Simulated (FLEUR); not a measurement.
# Magnetic state of CrO2 from several starts

Does CrO2 prefer parallel or opposed moments?

Method: PBE with U = 3.5 eV on Cr d; all-electron FLAPW, Dirac cores, scalar-relativistic bands, in FLEUR MaX-R8.1.

## (1) Set-up

It takes space group P4_2/mnm (No. 136, tetragonal). The conventional cell has a = 4.421 Å, b = 4.421 Å, c = 2.917 Å, α = 90.00°, β = 90.00°, γ = 90.00°. Nearest to Cr lie 6 O at 1.88 to 1.92 Å. O has 3 Cr at 1.88 to 1.92 Å nearest. Farther neighbours and most contacts between anions are not listed.

Coordinates:

```cif
data_structure
_symmetry_space_group_name_H-M 'P4_2/mnm'
_symmetry_Int_Tables_number 136
_cell_length_a 4.4210
_cell_length_b 4.4210
_cell_length_c 2.9170
_cell_angle_alpha 90.000
_cell_angle_beta 90.000
_cell_angle_gamma 90.000
_cell_volume 57.01
loop_
_atom_site_label
_atom_site_type_symbol
_atom_site_symmetry_multiplicity
_atom_site_Wyckoff_symbol
_atom_site_fract_x
_atom_site_fract_y
_atom_site_fract_z
_atom_site_occupancy
Cr1 Cr 2 a 0.00000 0.00000 0.00000 1
O1 O 4 f 0.30100 0.30100 0.00000 1
```

Steps with spin–orbit coupling that held too few empty states are left out.

## (2) Start 1: ferro ++

The parallel start comes first: it shows whether parallel moments hold. A Hubbard U acts on the open shell, since semilocal functionals spread its electrons too much.

inpgen writes inp.xml from crystal.txt; cutoffs, mixing, functional, smearing and local orbitals are then set in the file. The k list default-1 (kpts.xml, not shown) is a Γ-centred 8×8×10 mesh; where the ranks do not divide the number of points, some are split in two of half the weight.

inp.xml reads:

```
<?xml version="1.0" encoding="UTF-8" standalone="no"?>
<fleurInput fleurInputVersion="0.39">
   <comment>
      CrO2
   </comment>
   <calculationSetup>
      <cutoffs Kmax="4.4" Gmax="13.2" GmaxXC="13.2" numbands="0"/>
      <scfLoop itmax="120" minDistance="0.0001" maxIterBroyd="15" imix="Anderson" alpha="0.05" precondParam="0.0" spinf="2.0" sdNocoIR="T"/>
      <coreElectrons ctail="T" frcor="F" kcrel="0" coretail_lmax="0"/>
      <xcFunctional name="pbe" relativisticCorrections="F"/>
      <magnetism jspins="2"/>
      <soc l_soc="F" theta="0.0" phi="0.0" spav="F"/>
      <expertModes spex="0" secvar="F"/>
      <geometryOptimization l_f="F" forcealpha="1.0" forcemix="BFGS" epsdisp="0.00001" epsforce="0.00001"/>
      <ldaU l_linMix="F" mixParam="0.05" spinf="1.0"/>
   </calculationSetup>
   <cell>
      <bzIntegration valenceElectrons="52.0" mode="hist" fermiSmearingEnergy="0.00367493">
         <kPointListSelection listName="default-1"/>
         <xi:include xmlns:xi="http://www.w3.org/2001/XInclude" href="kpts.xml"> </xi:include>
      </bzIntegration>
      <xi:include xmlns:xi="http://www.w3.org/2001/XInclude" href="sym.xml"> </xi:include>
      <bulkLattice scale="1.0">
         <bravaisMatrix>
            <row-1>    8.3544791968565999     0.0000000000000000     0.0000000000000000</row-1>
            <row-2>    0.0000000000000000     8.3544791968565999     0.0000000000000000</row-2>
            <row-3>    0.0000000000000000     0.0000000000000000     5.5123311054581992</row-3>
         </bravaisMatrix>
      </bulkLattice>
   </cell>
   <atomSpecies>
      <species name="Chromium (3.000" element="Cr" atomicNumber="24">
         <mtSphere radius="2.22" gridPoints="735" logIncrement="0.016"/>
         <atomicCutoffs lmax="8" lnonsphr="6"/>
         <electronConfig flipSpins="F">
            <coreConfig>(1s1/2) (2s1/2) (2p1/2) (2p3/2)</coreConfig>
            <valenceConfig>(3s1/2) (3p1/2) (3p3/2) (4s1/2) (3d3/2) (3d5/2)</valenceConfig>
            <stateOccupation state="(4s1/2)" spinUp="0.5" spinDown="0.5"/>
            <stateOccupation state="(3d3/2)" spinUp="1.0" spinDown="1.0"/>
            <stateOccupation state="(3d5/2)" spinUp="3.0" spinDown="0.0"/>
         </electronConfig>
         <energyParameters s="4" p="4" d="3" f="4"/>
         <ldaU l="2" U="3.5" J="0.0" l_amf="F"/>
         <lo type="SCLO" l="0" n="3" eDeriv="0"/>
         <lo type="SCLO" l="1" n="3" eDeriv="0"/>
      </species>
      <species name="Oxygen (O)" element="O" atomicNumber="8">
         <mtSphere radius="1.25" gridPoints="415" logIncrement="0.025"/>
         <atomicCutoffs lmax="6" lnonsphr="4"/>
         <electronConfig flipSpins="F">
            <coreConfig>(1s1/2)</coreConfig>
            <valenceConfig>(2s1/2) (2p1/2) (2p3/2)</valenceConfig>
            <stateOccupation state="(2p1/2)" spinUp="0.666667" spinDown="0.666667"/>
            <stateOccupation state="(2p3/2)" spinUp="1.333333" spinDown="1.333333"/>
         </electronConfig>
         <energyParameters s="2" p="2" d="3" f="4"/>
      </species>
   </atomSpecies>
   <atomGroups>
      <atomGroup species="Chromium (3.000">
         <relPos label="                   1">.0000000000 .0000000000 .0000000000</relPos>
         <relPos label="                   2">1.000/2.000 1.000/2.000 1.000/2.000</relPos>
         <force calculate="T" relaxXYZ="TTT"/>
      </atomGroup>
      <atomGroup species="Oxygen (O)">
         <relPos label="                   3">.3010000000 .3010000000 .0000000000</relPos>
         <relPos label="                   4">.1990000000 -.1990000000 1.000/2.000</relPos>
         <relPos label="                   5">-.3010000000 -.3010000000 .0000000000</relPos>
         <relPos label="                   6">-.1990000000 .1990000000 1.000/2.000</relPos>
         <force calculate="T" relaxXYZ="TTT"/>
      </atomGroup>
   </atomGroups>
   <output dos="F" band="F" slice="F">
      <bandDOS minEnergy="-.5*Htr" maxEnergy="0.5*Htr" sigma="0.015" storeEVData="T"/>
      <plotting iplot="0" polar="F">
         <plot TwoD="T" vec1="  1.0  0.0  0.0" vec2="  0.0  1.0  0.0" vec3="  0.0  0.0  1.0" zero="  0.0  0.0  0.0" file="plot"/>
      </plotting>
      <moessbauerParams electricFieldGradient="F" isomerShift="F" coreHyperfine="F" valenceHyperfine="F"/>
   </output>
</fleurInput>
```

crystal.txt reads:

```
CrO2
&input film=F cartesian=F /
4.42100000000  0.00000000000  0.00000000000
0.00000000000  4.42100000000  0.00000000000
0.00000000000  0.00000000000  2.91700000000
1.8897261246
1.0 1.0 1.0

6
24 0.00000000000  0.00000000000  0.00000000000 : 3.000
24 0.50000000000  0.50000000000  0.50000000000 : 3.000
8 0.30100000000  0.30100000000  0.00000000000
8 0.19900000000  0.80100000000  0.50000000000
8 0.69900000000  0.69900000000  0.00000000000
8 0.80100000000  0.19900000000  0.50000000000

&kpt div1=8 div2=8 div3=10 gamma=T /
```

On the command line:

```sh
OMP_NUM_THREADS=1 inpgen -f crystal.txt > inpgen.log  # inp.xml is then edited as shown
OMP_NUM_THREADS=1 mpirun -n 2 fleur_MPI > fleur.log
```

The program printed:

```text
Welcome to FLEUR        (www.flapw.de)
      MaX-Release 8.1          (www.max-centre.eu)

 ========== k-point set info ==========
 Selected k-point list: default-1
 k-point list type: mesh
 8 x 8 x 10
 Number of k points: 90

 ------------Calculation Setup---------------------------
 Number of MPI-tasks      :            2
 Number of PE/node        :            2
 Number of OMP-threads    :            1
 k-points in parallel     :            2
 pe's per k-point         :            1
 No of k-point loops      :           45
 Eigenvalue solver        :       lapack
 Number of basis functions:          608
 Approximate size of matrices (H+S) per k-point:         0.006 GB
 --------------------------------------------------------
 no density matrix found ... skipping LDA+U
 Reset of history
 Iteration:     1   Distance:      51.79816040 me/bohr^3
 Iteration:     2   Distance:      46.45203362 me/bohr^3
 Iteration:     3   Distance:      39.48615734 me/bohr^3
 Iteration:     4   Distance:      16.25829311 me/bohr^3
 Iteration:     5   Distance:      24.02041632 me/bohr^3
 Iteration:     6   Distance:       8.37483936 me/bohr^3
 Iteration:     7   Distance:       5.81977242 me/bohr^3
 Iteration:     8   Distance:       6.02502733 me/bohr^3
 Iteration:     9   Distance:       2.12730857 me/bohr^3
 Iteration:    10   Distance:       1.73131065 me/bohr^3
 Iteration:    11   Distance:       0.69685365 me/bohr^3
 Iteration:    12   Distance:       0.11909818 me/bohr^3
 Iteration:    13   Distance:       0.13332063 me/bohr^3
 Iteration:    14   Distance:       0.03286046 me/bohr^3
 Iteration:    15   Distance:       0.02770886 me/bohr^3
 Iteration:    16   Distance:       0.01581543 me/bohr^3
 Iteration:    17   Distance:       0.01568928 me/bohr^3
 Iteration:    18   Distance:       0.01267972 me/bohr^3
 Iteration:    19   Distance:       0.01077510 me/bohr^3
 Iteration:    20   Distance:       0.00409859 me/bohr^3
 Iteration:    21   Distance:       0.00380549 me/bohr^3
 Iteration:    22   Distance:       0.00073472 me/bohr^3
 Iteration:    23   Distance:       0.00033265 me/bohr^3
 Iteration:    24   Distance:       0.00034029 me/bohr^3
 Iteration:    25   Distance:       0.00005143 me/bohr^3

 ********************************************************************
 Run finished successfully
 Stop message:
   all done
 ********************************************************************

--- out.xml (last complete iteration) ---
<iteration numberForCurrentRun="   25" overallNumber="   25">
         [... left out ...]
         <bandgap value="0.0019174089" units="eV"/>
         <sumValenceSingleParticleEnergies value="-24.9593678391" units="Htr"/>
         <FermiEnergy value="0.2651585593" units="Htr"/>
         <valenceDensity>
            <mtCharges spin="1">
               <mtCharge atomType="1" total="7.3629859" s="1.1401486" p="3.1940972" d="2.9468806" f="0.0607076"/>
               <mtCharge atomType="2" total="1.8902041" s="0.6116818" p="1.2753742" d="0.0027325" f="0.0003564"/>
            </mtCharges>
            <mtCharges spin="2">
               <mtCharge atomType="1" total="5.1002856" s="1.1217998" p="3.1733319" d="0.7208016" f="0.0607876"/>
               <mtCharge atomType="2" total="2.0192548" s="0.6166545" p="1.4012852" d="0.0011036" f="0.0001780"/>
            </mtCharges>
            <spinDependentCharge spin="1" total="28.0000259" interstitial="5.7132379" mtSpheres="22.2867880"/>
            <spinDependentCharge spin="2" total="23.9999741" interstitial="5.7223839" mtSpheres="18.2775902"/>
            <totalCharge value="52.0000000000"/>
         </valenceDensity>
         [... left out ...]
         <allElectronCharges>
            <spinDependentCharge spin="1" total="42.0000259" interstitial="5.7132525" mtSpheres="36.2867735"/>
            <spinDependentCharge spin="2" total="37.9999741" interstitial="5.7223985" mtSpheres="32.2775756"/>
            <totalCharge value="79.9999999949"/>
         </allElectronCharges>
         <magneticMomentsInMTSpheres units="muBohr">
            <globalMagMoment atomType="1" vec="0.00000   0.00000   2.26270"/>
            <localMagMoment atomType="1" vec="0.00000   0.00000   2.26270"/>
            <globalMagMoment atomType="2" vec="0.00000   0.00000  -0.12905"/>
            <localMagMoment atomType="2" vec="0.00000   0.00000  -0.12905"/>
         </magneticMomentsInMTSpheres>
         <moessbauerParams unitsHFF="kG" unitsIS="e/bohr^3" unitsEFG="Htr/bohr^2">
         </moessbauerParams>
         <totalEnergy value="    -2402.6022708988" units="Htr">
            <sumOfEigenvalues value="    -1375.3426323849">
               <coreElectrons value="-1350.3832645458"/>
               <valenceElectrons value="-24.9593678391"/>
            </sumOfEigenvalues>
            <densityCoulombPotentialIntegral value="-3630.8325509831"/>
            <densityEffectivePotentialIntegral value="-3801.2574474561"/>
            <chargeDenXCDenIntegral value="-131.6840188496"/>
            <FockExchangeEnergyValence value="0.0000000000"/>
            <FockExchangeEnergyCore value="0.0000000000"/>
            <atomTypeDependentContributions atomType="1">
               <electronNucleiInteractionDifferentMTs value="2495.7773161894"/>
               <MadelungTerm value="-21.2152299045"/>
            </atomTypeDependentContributions>
            <atomTypeDependentContributions atomType="2">
               <electronNucleiInteractionDifferentMTs value="338.0242666129"/>
               <MadelungTerm value="-26.6802014575"/>
            </atomTypeDependentContributions>
            <dftUCorrection value="-0.2802225355"/>
            <tkbTimesEntropy value="0.0009893078"/>
            <freeEnergy value="-2402.6032602065"/>
            <extrapolationTo0K value="-2402.6027655526"/>
         </totalEnergy>
         <ldaUDensityMatrix>
            <densityMatrixFor spin="1" atomType="1" uIndex="1" l="2" U="3.50000000" J="0.00000000">
               (+0.51325,+0.00000) (+0.00000,+0.00000) (+0.00000,+0.18306) (+0.00000,+0.00000) (-0.03402,+0.00000)
               (+0.00000,+0.00000) (+0.58698,+0.00000) (+0.00000,+0.00000) (+0.00000,-0.25129) (+0.00000,+0.00000)
               (+0.00000,-0.18306) (+0.00000,+0.00000) (+0.74642,+0.00000) (+0.00000,+0.00000) (+0.00000,+0.18306)
               (+0.00000,+0.00000) (+0.00000,+0.25129) (+0.00000,+0.00000) (+0.58698,+0.00000) (+0.00000,+0.00000)
               (-0.03402,+0.00000) (+0.00000,+0.00000) (+0.00000,-0.18306) (+0.00000,+0.00000) (+0.51325,+0.00000)
            </densityMatrixFor>
            <densityMatrixFor spin="2" atomType="1" uIndex="1" l="2" U="3.50000000" J="0.00000000">
               (+0.14435,+0.00000) (+0.00000,+0.00000) (+0.00000,-0.06450) (+0.00000,+0.00000) (-0.05193,+0.00000)
               (+0.00000,+0.00000) (+0.16092,+0.00000) (+0.00000,+0.00000) (+0.00000,+0.08732) (+0.00000,+0.00000)
               (+0.00000,+0.06450) (+0.00000,+0.00000) (+0.11025,+0.00000) (+0.00000,+0.00000) (+0.00000,-0.06450)
               (+0.00000,+0.00000) (+0.00000,-0.08732) (+0.00000,+0.00000) (+0.16092,+0.00000) (+0.00000,+0.00000)
               (-0.05193,+0.00000) (+0.00000,+0.00000) (+0.00000,+0.06450) (+0.00000,+0.00000) (+0.14435,+0.00000)
            </densityMatrixFor>
         </ldaUDensityMatrix>
         <ldaUDensityMatrixConvergence>
            <distance spin="1" distance="0.000001"/>
            <distance spin="2" distance="0.000002"/>
         </ldaUDensityMatrixConvergence>
         <densityConvergence units="me/bohr^3">
            <chargeDensity spin="1" distance="0.0000300156"/>
            <chargeDensity spin="2" distance="0.0000308614"/>
            <overallChargeDensity distance="0.0000514286"/>
            <spinDensity distance="0.0000325857"/>
         </densityConvergence>
      </iteration>
```

Elapsed: 7.4 min, on 2 MPI ranks of Arm Neoverse N1, shared host; peak memory 0.17 GiB; 15 min of CPU time.

Spin moment in the muffin-tin sphere by atom:

```tsv
atom	spin moment in the muffin-tin sphere (μB)
Cr1	2.26
Cr2	2.26
O3	-0.13
O4	-0.13
O5	-0.13
O6	-0.13
```

This step gave:

* free energy: -65378.1653 eV
* program's band gap on this mesh (in a metal only a level spacing): 0.001917 eV
* magnetization: 4.000 μB
* final state: ferromagnetic, with opposed induced moments

After 25 cycles the largest moment stands at 2.26 μB.

[end of part 1 of 2]

[Logs and program files are shortened in this print: banners, set-up blocks, solver, clock and traceback lines can be left out without a mark of their own.]

[Logs are printed without paths, hosts, clocks, repeated set-up lines and the standing remarks that a program may print on its own settings, such as how far it seeks lower states.]

[Hosts, paths, dates, database ids (printed as entryN), source tags and the programs' standing remarks are cut or masked in the printed files.]

[Where a cell is said to come from a database of computed structures, the database is the Materials Project.]
